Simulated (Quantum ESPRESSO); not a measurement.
# Barium (Im-3m): from the cell to the phonon bands, part 2 of 3

How does Barium (Im-3m) vibrate, and is this structure a minimum?

Quantum ESPRESSO 7.5; DFT LDA, scalar-relativistic, plane waves, PseudoDojo norm-conserving pseudopotentials.

So far. Step 2 (A first look): No gap opens on this mesh, so smearing is kept; the start stands at -1.2 GPa. Step 4 (Ground state): The cell stands at -0.012 GPa, close enough for phonons. The relaxed cell has a = 4.770 Å (conventional setting).

The database entry behind the starting cell differs from later determinations by our own check (0.1 to 0.3 % short, probably kX units), so it need not match the best structure at ambient conditions.

### 5. Linear response on the mesh

Linear response treats each wavevector in the unit cell, with no supercell; the 4×4×4 mesh fixes the range of the force constants to be had.

The input, ph.in:

```
phonons
&INPUTPH
  prefix       = 'x'
  outdir       = './tmp'
  fildyn       = 'x.dyn'
  tr2_ph       = 1.0d-18
  alpha_mix(1) = 0.4
  nmix_ph      = 8
  ldisp        = .true.
  nq1          = 4
  nq2          = 4
  nq3          = 4
/
```

Started as:

```
$ OMP_NUM_THREADS=1 mpirun -n 4 ph.x -nk 4 -in ph.in > ph.out
```

The program printed:

```text
[banners, grids, parts of the stress and lines that vanish by symmetry left out]
[banner, memory and clock lines left out]
Program PHONON v.7.5

     ./tmp/x.save/

     IMPORTANT: XC functional enforced from input :
     Exchange-correlation= PW
                           (   1   4   0   0   0   0   0)
     Any further DFT definition will be discarded
     Please, verify this is what you really want

     G-vector sticks info

     Reading collected, re-writing distributed wavefunctions in ./tmp/

     Dynamical matrices for ( 4, 4, 4)  uniform grid of q-points
     (   8 q-points):
       N         xq(1)         xq(2)         xq(3)
       1   0.000000000   0.000000000   0.000000000
       2   0.000000000  -0.250000000   0.250000000
       3   0.000000000   0.500000000  -0.500000000
       4  -0.250000000   0.750000000  -0.500000000
[...]
Number and degeneracy of irreps per q-point
       N         xq(1)         xq(2)         xq(3)   N irreps
       1   0.000000000   0.000000000   0.000000000       1
        3
       2   0.000000000  -0.250000000   0.250000000       3
     No degeneracy
       3   0.000000000   0.500000000  -0.500000000       3
     No degeneracy
       4  -0.250000000   0.750000000  -0.500000000       3
     No degeneracy
       5   0.000000000   0.000000000   0.500000000       2
        1   2
       6   0.000000000   0.750000000  -0.250000000       3
     No degeneracy
       7   0.500000000  -0.500000000   0.500000000       1
        3
       8   0.000000000   0.000000000  -1.000000000       1
        3

     Calculation of q =    0.0000000   0.0000000   0.0000000

     phonons

     bravais-lattice index     =            3
     lattice parameter (alat)  =       9.0145  a.u.
     unit-cell volume          =     366.2696 (a.u.)^3
     number of atoms/cell      =            1
     number of atomic types    =            1
     kinetic-energy cut-off    =      63.0000  Ry
     charge density cut-off    =     252.0000  Ry
     convergence threshold     =      1.0E-18
     beta                      =       0.4000
     number of iterations used =            8
     Exchange-correlation= PW
                           (   1   4   0   0   0   0   0)

     celldm(1)=    9.01454  celldm(2)=    0.00000  celldm(3)=    0.00000
     celldm(4)=    0.00000  celldm(5)=    0.00000  celldm(6)=    0.00000

     crystal axes: (cart. coord. in units of alat)
               a(1) = (  0.5000  0.5000  0.5000 )
               a(2) = ( -0.5000  0.5000  0.5000 )
               a(3) = ( -0.5000 -0.5000  0.5000 )

     reciprocal axes: (cart. coord. in units 2 pi/alat)
               b(1) = (  1.0000  0.0000  1.0000 )
               b(2) = ( -1.0000  1.0000  0.0000 )
               b(3) = (  0.0000 -1.0000  1.0000 )

     Atoms inside the unit cell:

     Cartesian axes

     site n.  atom      mass           positions (alat units)
        1  Ba    137.3270   tau(    1) = (    0.00000    0.00000    0.00000  )

     Computing dynamical matrix for
                    q = (   0.0000000   0.0000000   0.0000000 )

     49 Sym.Ops. (with q -> -q+G )

     G cutoff =  518.7141  (  24835 G-vectors)     FFT grid: ( 40, 40, 40)

     number of k points=    72  Marzari-Vanderbilt smearing, width (Ry)=  0.0200

     PseudoPot. # 1 for Ba read from file:
     ./pseudo/Ba.upf
     Pseudo is Norm-conserving + core correction, Zval = 10.0

     Mode symmetry, O_h (m-3m)  point group:

     Atomic displacements:
     There are    1 irreducible representations

     Representation     1      3 modes -  To be done

     Alpha used in Ewald sum =   2.6000

     Representation #   1 modes #   1   2   3

     Self-consistent Calculation
      iter #   1   av.it.:   5.2
      thresh= 1.000E-02 alpha_mix =  0.400 |ddv_scf|^2 =  2.449E-07
      iter #   2   av.it.:   8.8
      thresh= 4.949E-05 alpha_mix =  0.400 |ddv_scf|^2 =  1.949E-08
      iter #   3   av.it.:   9.0
      thresh= 1.396E-05 alpha_mix =  0.400 |ddv_scf|^2 =  7.730E-10
      iter #   4   av.it.:   9.5
      thresh= 2.780E-06 alpha_mix =  0.400 |ddv_scf|^2 =  7.387E-13
[...]
End of self-consistent calculation

     Convergence has been achieved

     Number of q in the star =    1
     List of q in the star:
[...]
Diagonalizing the dynamical matrix

     q = (    0.000000000   0.000000000   0.000000000 )

 **************************************************************************
     freq (    1) =       0.008455 [THz] =       0.282014 [cm-1]
     freq (    2) =       0.008455 [THz] =       0.282014 [cm-1]
     freq (    3) =       0.008455 [THz] =       0.282014 [cm-1]
 **************************************************************************

     Mode symmetry, O_h (m-3m)  point group:

     freq (   1-   3) =          0.3  [cm-1]   --> T_1u G_15  G_4- I

     Calculation of q =    0.0000000  -0.2500000   0.2500000
     [... set-up and bands at k+q left out ...]

     Mode symmetry, C_2v (mm2)  point group:

     Atomic displacements:
     There are    3 irreducible representations

     Representation     1      1 modes -  To be done

     Representation     2      1 modes -  To be done

     Representation     3      1 modes -  To be done

     Message from routine init_vloc:
     Interpolation table for Vloc re-allocated

     Alpha used in Ewald sum =   2.6000

     Representation #   1 mode #   1

     Self-consistent Calculation

[...]
[... iterations left out ...]
[...]
End of self-consistent calculation

     Convergence has been achieved

     Representation #   2 mode #   2

     Self-consistent Calculation

[...]
[... iterations left out ...]
[...]
End of self-consistent calculation

     Convergence has been achieved

     Representation #   3 mode #   3

     Self-consistent Calculation

[...]
[... iterations left out ...]
[...]
End of self-consistent calculation

     Convergence has been achieved

     Number of q in the star =   12
     List of q in the star:
[...]
Diagonalizing the dynamical matrix

     q = (    0.000000000  -0.250000000   0.250000000 )

 **************************************************************************
     freq (    1) =       0.530288 [THz] =      17.688490 [cm-1]
     freq (    2) =       1.108115 [THz] =      36.962751 [cm-1]
     freq (    3) =       1.647243 [THz] =      54.946100 [cm-1]
 **************************************************************************

     Mode symmetry, C_2v (mm2)  point group:

     freq (   1-   1) =         17.7  [cm-1]   --> B_1  D_3  S_3
     freq (   2-   2) =         37.0  [cm-1]   --> B_2  D_4  S_4
     freq (   3-   3) =         54.9  [cm-1]   --> A_1  D_1  S_1

     Calculation of q =    0.0000000   0.5000000  -0.5000000
     [... set-up and bands at k+q left out ...]

     Mode symmetry, D_2h (mmm)  point group:

     Atomic displacements:
     There are    3 irreducible representations

[...]
Alpha used in Ewald sum =   2.6000

     Representation #   1 mode #   1

[...]
[... iterations left out ...]
[...]
Convergence has been achieved

[...]
Convergence has been achieved

[...]
Convergence has been achieved

     Number of q in the star =    6
     List of q in the star:
[...]
Diagonalizing the dynamical matrix

     q = (    0.000000000   0.500000000  -0.500000000 )

[...]
freq (    1) =       0.650204 [THz] =      21.688474 [cm-1]
     freq (    2) =       1.574325 [THz] =      52.513837 [cm-1]
     freq (    3) =       2.531051 [THz] =      84.426780 [cm-1]
[...]
Mode symmetry, D_2h (mmm)  point group:

     freq (   1-   1) =         21.7  [cm-1]   --> B_2u
     freq (   2-   2) =         52.5  [cm-1]   --> B_1u
     freq (   3-   3) =         84.4  [cm-1]   --> B_3u

     Calculation of q =   -0.2500000   0.7500000  -0.5000000
     [... set-up and bands at k+q left out ...]

     Mode symmetry, C_s (m)     point group:

     Atomic displacements:
     There are    3 irreducible representations

[...]
Alpha used in Ewald sum =   2.6000

[...]
Convergence has been achieved

[...]
Convergence has been achieved

[...]
Convergence has been achieved

     Number of q in the star =   24
     List of q in the star:
[...]
Diagonalizing the dynamical matrix

     q = (   -0.250000000   0.750000000  -0.500000000 )

[...]
freq (    1) =       1.078571 [THz] =      35.977252 [cm-1]
     freq (    2) =       1.714123 [THz] =      57.177004 [cm-1]
     freq (    3) =       2.218588 [THz] =      74.004130 [cm-1]
[...]
Mode symmetry, C_s (m)     point group:

     freq (   1-   1) =         36.0  [cm-1]   --> A'
     freq (   2-   2) =         57.2  [cm-1]   --> A''
     freq (   3-   3) =         74.0  [cm-1]   --> A'

     Calculation of q =    0.0000000   0.0000000   0.5000000
     [... set-up and bands at k+q left out ...]

     Mode symmetry, C_4v (4mm)  point group:

     Atomic displacements:
     There are    2 irreducible representations

[...]
Alpha used in Ewald sum =   2.6000

[...]
Convergence has been achieved

     Representation #   2 modes #   2   3

[...]
Convergence has been achieved

     Number of q in the star =    6
     List of q in the star:
[...]
Diagonalizing the dynamical matrix

     q = (    0.000000000   0.000000000   0.500000000 )

[...]
freq (    1) =       1.517977 [THz] =      50.634279 [cm-1]
     freq (    2) =       1.580508 [THz] =      52.720074 [cm-1]
     freq (    3) =       1.580508 [THz] =      52.720074 [cm-1]
[...]
Mode symmetry, C_4v (4mm)  point group:

     freq (   1-   1) =         50.6  [cm-1]   --> A_1  G_1 D_1
     freq (   2-   3) =         52.7  [cm-1]   --> E    G_5 D_5

     Calculation of q =    0.0000000   0.7500000  -0.2500000
     [... set-up and bands at k+q left out ...]

     Mode symmetry, C_2v (mm2)  point group:

     Atomic displacements:
     There are    3 irreducible representations

[...]
Alpha used in Ewald sum =   2.6000

[...]
Convergence has been achieved

     Representation #   2 mode #   2

[...]
Convergence has been achieved

     Representation #   3 mode #   3

[...]
Convergence has been achieved

     Number of q in the star =   12
     List of q in the star:
[...]
Diagonalizing the dynamical matrix

     q = (    0.000000000   0.750000000  -0.250000000 )

[...]
freq (    1) =       1.431808 [THz] =      47.759983 [cm-1]
     freq (    2) =       1.928332 [THz] =      64.322229 [cm-1]
     freq (    3) =       2.359219 [THz] =      78.695060 [cm-1]
[...]
Mode symmetry, C_2v (mm2)  point group:

     freq (   1-   1) =         47.8  [cm-1]   --> A_1  D_1  S_1
     freq (   2-   2) =         64.3  [cm-1]   --> B_1  D_3  S_3
     freq (   3-   3) =         78.7  [cm-1]   --> B_2  D_4  S_4

     Calculation of q =    0.5000000  -0.5000000   0.5000000
     [... set-up and bands at k+q left out ...]

     Mode symmetry, T_d (-43m)  point group:

     Atomic displacements:
     There are    1 irreducible representations

     Representation     1      3 modes -  To be done

     Alpha used in Ewald sum =   2.6000

     Representation #   1 modes #   1   2   3

     Self-consistent Calculation

[...]
[... iterations left out ...]
[...]
End of self-consistent calculation

     Convergence has been achieved

     Number of q in the star =    2
     List of q in the star:
[...]
2   0.500000000  -0.500000000  -0.500000000

     Diagonalizing the dynamical matrix

     q = (    0.500000000  -0.500000000   0.500000000 )

[...]
freq (    1) =       1.813442 [THz] =      60.489909 [cm-1]
     freq (    2) =       1.813442 [THz] =      60.489909 [cm-1]
     freq (    3) =       1.813442 [THz] =      60.489909 [cm-1]
[...]
Mode symmetry, T_d (-43m)  point group:

     freq (   1-   3) =         60.5  [cm-1]   --> T_2  G_15 P_4

     Calculation of q =    0.0000000   0.0000000  -1.0000000
     [... set-up and bands at k+q left out ...]

     Mode symmetry, O_h (m-3m)  point group:

     Atomic displacements:
     There are    1 irreducible representations

     Representation     1      3 modes -  To be done

     Alpha used in Ewald sum =   2.6000

     Representation #   1 modes #   1   2   3

     Self-consistent Calculation

      iter #   1   av.it.:   5.5
      thresh= 1.000E-02 alpha_mix =  0.400 |ddv_scf|^2 =  1.334E-06

      [... iterations left out ...]
      iter #   8   av.it.:  10.0
      thresh= 6.583E-10 alpha_mix =  0.400 |ddv_scf|^2 =  4.340E-19

     End of self-consistent calculation

     Convergence has been achieved

     Number of q in the star =    1
     List of q in the star:
          1   0.000000000   0.000000000  -1.000000000

     Diagonalizing the dynamical matrix

     q = (    0.000000000   0.000000000  -1.000000000 )

 **************************************************************************
     freq (    1) =       2.270500 [THz] =      75.735733 [cm-1]
     freq (    2) =       2.270500 [THz] =      75.735733 [cm-1]
     freq (    3) =       2.270500 [THz] =      75.735733 [cm-1]
 **************************************************************************

     Mode symmetry, O_h (m-3m)  point group:

     freq (   1-   3) =         75.7  [cm-1]   --> T_1u G_15  G_4-


[key lines of the parts left out:]
the Fermi energy is     6.8270 ev
```

Elapsed: 31 min, on 4 MPI ranks of Arm Neoverse V2, shared host; 2 h of CPU time.

Read from the output:

```yaml
largest_acoustic_frequency_at_the_zone_centre_before_the_sum_rule: 0.28 cm⁻¹
lowest_mode_on_the_q_mesh_acoustic_ones_at_the_zone_centre_apart: 17.69 cm⁻¹
```

Frequencies (cm⁻¹) at each irreducible wavevector; negative means imaginary. Frequencies by wavevector:

```
  q (fractions)  star  mode 1  mode 2  mode 3
          0 0 0     1    0.28    0.28    0.28
       0 0 0.25    12   17.69   36.96   54.95
       0 0 -0.5     6   21.69   52.51   84.43
    0 0.25 -0.5    24   35.98   57.18      74
 0.25 0.25 0.25     6   50.63   52.72   52.72
 0.25 0.25 -0.5    12   47.76   64.32    78.7
0.25 -0.25 0.25     2   60.49   60.49   60.49
 -0.5 -0.5 -0.5     1   75.74   75.74   75.74
```

The acoustic modes at Γ come out as far as 0.3 cm⁻¹ from zero, where they should vanish, a small numerical error.

### 6. Force constants in real space

The dynamical matrices of the mesh are Fourier-transformed to force constants in real space.

The input, q2r.in:

```
&INPUT
  fildyn = 'x.dyn'
  zasr   = 'simple'
  flfrc  = 'x.fc'
/
```

Started as:

```
$ q2r.x < q2r.in > q2r.out
```

The program printed:

```text
[banners, grids, parts of the stress and lines that vanish by symmetry left out]
[banner, memory and clock lines left out]
Program Q2R v.7.5

  reading grid info from file x.dyn0

  reading force constants from file x.dyn1
  Dielectric Tensor not found
  nqs=            1
 q=   0.00000000  0.00000000  0.00000000
  reading force constants from file x.dyn2
  nqs=           12
 q=   0.00000000 -0.25000000  0.25000000
[...]
reading force constants from file x.dyn7
  nqs=            2
[...]
q=   0.50000000 -0.50000000 -0.50000000
  reading force constants from file x.dyn8
  nqs=            1
 q=   0.00000000  0.00000000 -1.00000000

      q-space grid ok, #points =   64

      fft-check success (sum of imaginary terms < 10^-12)
```

Wall time 0.46 s (1 thread).

### 7. Interpolated phonon bands

From the force constants any wavevector is cheap; points of the mesh come back as solved, but for the sum rule and, in polar crystals, the LO-TO term at Γ; the rest is interpolation.

The input, matdyn.in:

```
&INPUT
  asr              = 'simple'
  flfrc            = 'x.fc'
  flfrq            = 'x.freq'
  flvec            = 'x.modes'
  q_in_band_form   = .true.
  q_in_cryst_coord = .true.
/
8
  0.0000000   0.0000000   0.0000000  12  ! GAMMA
  0.5000000   0.5000000  -0.5000000  12  ! H
  0.5000000  -0.0000000  -0.5000000  12  ! N
  0.0000000   0.0000000   0.0000000  12  ! GAMMA
  0.7500000   0.2500000  -0.2500000  12  ! P
  0.5000000   0.5000000  -0.5000000   1  ! H
  0.7500000   0.2500000  -0.2500000  12  ! P
  0.5000000  -0.0000000  -0.5000000   1  ! N
```

Started as:

```
$ matdyn.x -in matdyn.in > matdyn.out
```

The program printed:

```text
[banner, memory and clock lines left out]
Program MATDYN v.7.5

 mass for atomic type   1 not given; uses mass from file x.fc
     Message from routine matdyn:
     Z* not found in file x.fc, TO-LO splitting at q=0 will be absent!
     Message from routine matdyn:
     Z* not found in file x.fc, TO-LO splitting at q=0 will be absent!

Note: The following floating-point exceptions are signalling: IEEE_UNDERFLOW_FLAG
```

Elapsed: 0.46 s, on 1 thread.

Numbers from this step:

| Property | Result |
| --- | --- |
| lowest frequency on the path | 0 cm⁻¹ |
| mean frequency | 52.8 cm⁻¹ |
| Debye temperature (second moment) | 104 K |
| logarithmic mean frequency | 49.1 cm⁻¹ |

Matdyn.x, sum rule simple. Phonon branches along the path, in cm⁻¹:

```
    point  branch 1  branch 2  branch 3
        Γ         0         0         0
  halfway        51        53        53
        H        76        76        76
  halfway        48        64        79
        N        22        52        84
  halfway        18        37        55
        Γ         0         0         0
  halfway        36        36        64
        P        60        60        60
  halfway        41        72        72
        H        76        76        76
jump to P        60        60        60
  halfway        40        57        76
        N        22        52        84
```

The phonon branches as a text plot (rows in cm⁻¹):

```
     83 |                 *****                                **
     79 |               **                                    *
     76 |           ****       *                        ***  *
     72 |          *  **                     *      ****
     69 |         *    **       *           * *    *     *  *
     65 |        *       *                 *   *  *
     62 |        *                              **      *  **
     58 |       *         *                    *           * **
     55 |               *  **    *        *   *  *     *       *
     51 |      *             **              *              *   *
     47 |                *     *  *      *        *   *
     44 |     *                 *                  *         *
     40 |                                   *       **
     37 |    *                   * *       *                  *
     33 |                 *             *
     30 |   *              *      *       *                    *
     26 |   *               *      *
     23 |                    ***       * *                      *
     19 |  *                    **  *   *
     16 |                         *
     12 |                          **  *
      9 | *                          *
      5 |                           **
      2 |*                           **
         Γ           H       N        Γ         P        H|P    N
```

Lowest modes at the softest wavevector of the mesh; phase exp(i q.(R + tau)). Modes at q = (0.000, 0.000, 0.250):

```
mode  frequency (cm⁻¹)
   1              17.7
   2              37.0
   3              54.9
```

Displacements in mode 1 (17.7 cm⁻¹), the largest set to 1, in the home cell:
```
Ba1 0.00 1.00 1.00
```

Displacements in mode 2 (37.0 cm⁻¹), the largest set to 1, in the home cell:
```
Ba1 1.00 0.00 0.00
```

Force constants by pair (phonopy on the run's constants); pairs near half the supercell's span include their periodic images. Pair force constants, by row:

```
atom  neighbour  distance (Å)  third of the trace (eV/Å²)  along the pair's line (eV/Å²)
 Ba1     itself             0                       1.575                              –
 Ba1         Ba         4.131                     -0.1701                        -0.5663
 Ba1         Ba          4.77                     -0.0534                        -0.0831
 Ba1         Ba         6.746                      0.0058                         0.0351
```

Harmonic mean-square displacement, third of the trace. Mean-square displacements:

```
T (K)  Ba1 U_eq (Å²)
    0        0.00275
  100        0.01153
  300        0.03381
  600        0.06746
```

Mode patterns, pair constants, displacements and means over the zone were worked out by phonopy from the force constants of q2r.x.

All branches are real along the path.

(Continued in part 3 of 3.)

[Host names and launcher messages were left out of these logs when they were recorded.]

[Logs are printed without paths, hosts, clocks, repeated set-up lines and the standing remarks that a program may print on its own settings, such as how far it seeks lower states.]

[Hosts, paths, dates, database ids (printed as entryN), source tags and the programs' standing remarks are cut or masked in the printed files.]
